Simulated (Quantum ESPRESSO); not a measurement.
# GaP (F-43m): third-order response, part 3 of 3

Aim: Raman and infrared lines of GaP (F-43m).

Quantum ESPRESSO 8.0 development, patched; DFT LDA, scalar-relativistic, plane waves, PseudoDojo norm-conserving pseudopotentials.

So far. Step 5 (Linear response at Γ): The acoustic modes at Γ come out as far as 3.0 cm⁻¹ from zero, where they should vanish, a small numerical error; the Born charges miss their sum rule by 0.12 e, too much: mesh or cutoff is short for the field response. Step 6 (Zone-centre analysis): The rule moves no optical mode by more than 0.1 cm⁻¹. The relaxed cell has a = 5.387 Å (conventional setting).

**8. Sum rules set otherwise: a sum rule for molecules or wires on a crystal**

This rule also removes rotations, which suits molecules and not a crystal; it is tried to see the harm.

dynmat.in reads:

```
&INPUT
  fildyn = 'g.dyn'
  asr    = 'zero-dim'
  fileig = 'dynmat.eig'
  lperm  = .true.
/
```

Launch:

```bash
> dynmat.x -in dynmat.in > dynmat.out
```

The log of the run:

```text
[banner, memory and clock lines left out]
Program DYNMAT v.8.0dev

     Reading Dynamical Matrix from file g.dyn
     ...Force constants read
     ...epsilon and Z* read
     ...Raman cross sections read
     Warning: this looks like a crystal, not a molecule in a box: use asr = 'crystal'
     Acoustic Sum Rule: || Z*(ASR) - Z*(orig)|| =    1.461972E-01
     Acoustic Sum Rule: ||dyn(ASR) - dyn(orig)||=    6.125191E-01
     Message from routine dynmat:
     WARNING: the charges keep any dipole. Ignore the strengths of the modes set to zero; with q typed a rigid rotation may get a frequency
     A direction for q was not specified:TO-LO splitting will be absent

     Polarizability (A^3 units)
     multiply by 0.220854 for Clausius-Mossotti correction (not under assume_isolated = 'mt')
        32.924456    0.000000    0.000000
        -0.000000   32.924456    0.000000
         0.000000    0.000000   32.924456

     IR activities are in (D/A)^2/amu units
     Raman activities are in A^4/amu units
     multiply Raman by 0.002379 for Clausius-Mossotti correction (not under assume_isolated = 'mt')

# mode   [cm-1]    [THz]      IR          Raman   depol.fact
    1     -0.00   -0.0000    0.7088        18.0663    0.7500
    2     -0.00   -0.0000    1.0445        26.8644    0.7500
    3     -0.00   -0.0000    0.0086         0.2323    0.7500
    4      0.00    0.0000    3.9139       103.5681    0.7500
    5      0.00    0.0000    3.8187       101.0287    0.7500
    6    365.26   10.9501    4.7473       124.8708    0.7500

Electronic dielectric permittivity tensor (relative, adimensional)
        11.583659    0.000000    0.000000
        -0.000000   11.583659    0.000000
         0.000000    0.000000   11.583659

 ... with zone-center polar mode contributions
        12.230778   -0.647119   -0.647119
        -0.647119   12.230778    0.647119
        -0.647119    0.647119   12.230778
```

It took 0.74 s on 1 thread of Intel Xeon at 2.70GHz, shared host.

The run ended normally, but on settings that are not sound.

The fault: a sum rule for molecules or wires on a crystal; 2 optical modes are projected out to zero frequency, as if they were rotations, and the static dielectric tensor is spoilt.

For a crystal the rule has to be 'simple' or 'crystal'.

Zone-centre frequencies as printed; negative means imaginary. Modes:

```csv
mode,frequency (cm⁻¹)
1,0
2,0
3,0
4,0
5,0
6,365.3
```

**9. Modes along a direction of q (1 0 0)**

A longitudinal polar mode sets up a macroscopic field that stiffens it; the term hangs on the direction from which q goes to zero.

dynmat.in reads:

```
&INPUT
  fildyn = 'g.dyn'
  asr    = 'simple'
  fileig = 'dynmat.eig'
  q(1)   = 1.0
  q(2)   = 0.0
  q(3)   = 0.0
/
```

Launch:

```bash
> dynmat.x -in dynmat.in > dynmat.out
```

The log of the run:

```text
[banner, memory and clock lines left out]
Program DYNMAT v.8.0dev

     Reading Dynamical Matrix from file g.dyn
     ...Force constants read
     ...epsilon and Z* read
     ...Raman cross sections read

     Polarizability (A^3 units)
     multiply by 0.220854 for Clausius-Mossotti correction (not under assume_isolated = 'mt')
        32.924456    0.000000    0.000000
        -0.000000   32.924456    0.000000
         0.000000    0.000000   32.924456

     IR activities are in (D/A)^2/amu units
     Raman activities are in A^4/amu units
     multiply Raman by 0.002379 for Clausius-Mossotti correction (not under assume_isolated = 'mt')

# mode   [cm-1]    [THz]      IR          Raman   depol.fact
    1      0.00    0.0000    0.0000         0.0061    0.7500
    2      0.00    0.0000    0.0000         0.0061    0.7500
    3      0.00    0.0000    0.0000         0.0061    0.7500
    4    365.24   10.9497    4.7473       124.8708    0.7500
    5    365.24   10.9497    4.7473       124.8708    0.7500
    6    394.67   11.8318    4.7473       124.8708    0.7500
```

Wall time 0.81 s (1 thread).

Numbers from this step:

| Property | Result |
| --- | --- |
| highest mode moved by the LO-TO term | 394.7 cm⁻¹ |

Zone-centre frequencies as printed; negative means imaginary. Modes:

```csv
mode,frequency (cm⁻¹)
1,0
2,0
3,0
4,365.2
5,365.2
6,394.7
```

The field moves one mode, from 365 to 395 cm⁻¹; the others stay.

**10. Results**

| Quantity | Value |
| --- | --- |
| space group after relaxation | F-43m |
| volume per atom | 19.5 Å³ |
| gap on the k-mesh | 1.44 eV |
| highest optical zone-centre mode (no LO-TO term) | 365.2 cm⁻¹ |
| highest mode moved by the LO-TO term (probably not converged in the k mesh) | 394.7 cm⁻¹ |
| mean high-frequency dielectric constant (probably not converged in the k mesh) | 11.6 |
| largest Born charge in size (third of the trace) (probably not converged in the k mesh) | 2.16 e |
| mean static dielectric constant (probably not converged in the k mesh) | 13.5 |
| imaginary optical modes at the zone centre (no q mesh in this session) | none |

In words: The largest Raman activity of GaP (F-43m) lies at 365 cm⁻¹ and the strongest infrared line at 365 cm⁻¹ (transverse modes). At the LDA level the optical modes of GaP (F-43m) at the zone centre (no LO-TO term) lie at 365 cm⁻¹. Along the directions run, the highest mode that the macroscopic field moves lies at 395 cm⁻¹. Lattice motion raises the mean dielectric constant from 11.58 to 13.53. The Born charges miss their sum rule by 0.12 e, a sign that the k mesh or the cutoff is short for the field response. The Raman intensities rest on static tensors of the transverse modes; green light lies near or above this gap, where resonance changes them. ε∞, the Born charges and what follows from them are probably not converged in the k mesh. The Lyddane-Sachs-Teller relation holds: (ωLO/ωTO)² is 1.17 and ε₀/ε∞ is 1.17. These are harmonic frequencies at zero temperature: anharmonic shifts and linewidths and thermal expansion are left out. The build is a development version in which the Raman tensors of release 7.5 are mended; dynmat.x leaves out the electro-optic term of LO lines.

Calculation against experiment:

```
                         quantity  measured  LDA PseudoDojo norm-conserving, Quantum ESPRESSO
   Raman mode, TO at Gamma (cm⁻¹)     367.3                                      365 (-0.6 %)
infrared mode, TO at Gamma (cm⁻¹)     366.3                                      365 (-0.3 %)
```

Measured values from arxiv:2105.06662 (2021).

Verdict: The Raman mode is off by -0.6 %: good agreement. The infrared mode is off by -0.3 %: good agreement. The grades are ours: good and fair within 3 and 7 % for the Raman mode and 3 and 7 % for the infrared mode. Zero-point motion and thermal expansion (measured at up to 300 K) are not in the computed Raman mode and infrared mode. Limits of convergence are named above.

[Host names and launcher messages were left out of these logs when they were recorded.]

[Logs are printed without paths, hosts, clocks, repeated set-up lines and the standing remarks that a program may print on its own settings, such as how far it seeks lower states.]

[Hosts, paths, dates, database ids (printed as entryN), source tags and the programs' standing remarks are cut or masked in the printed files.]
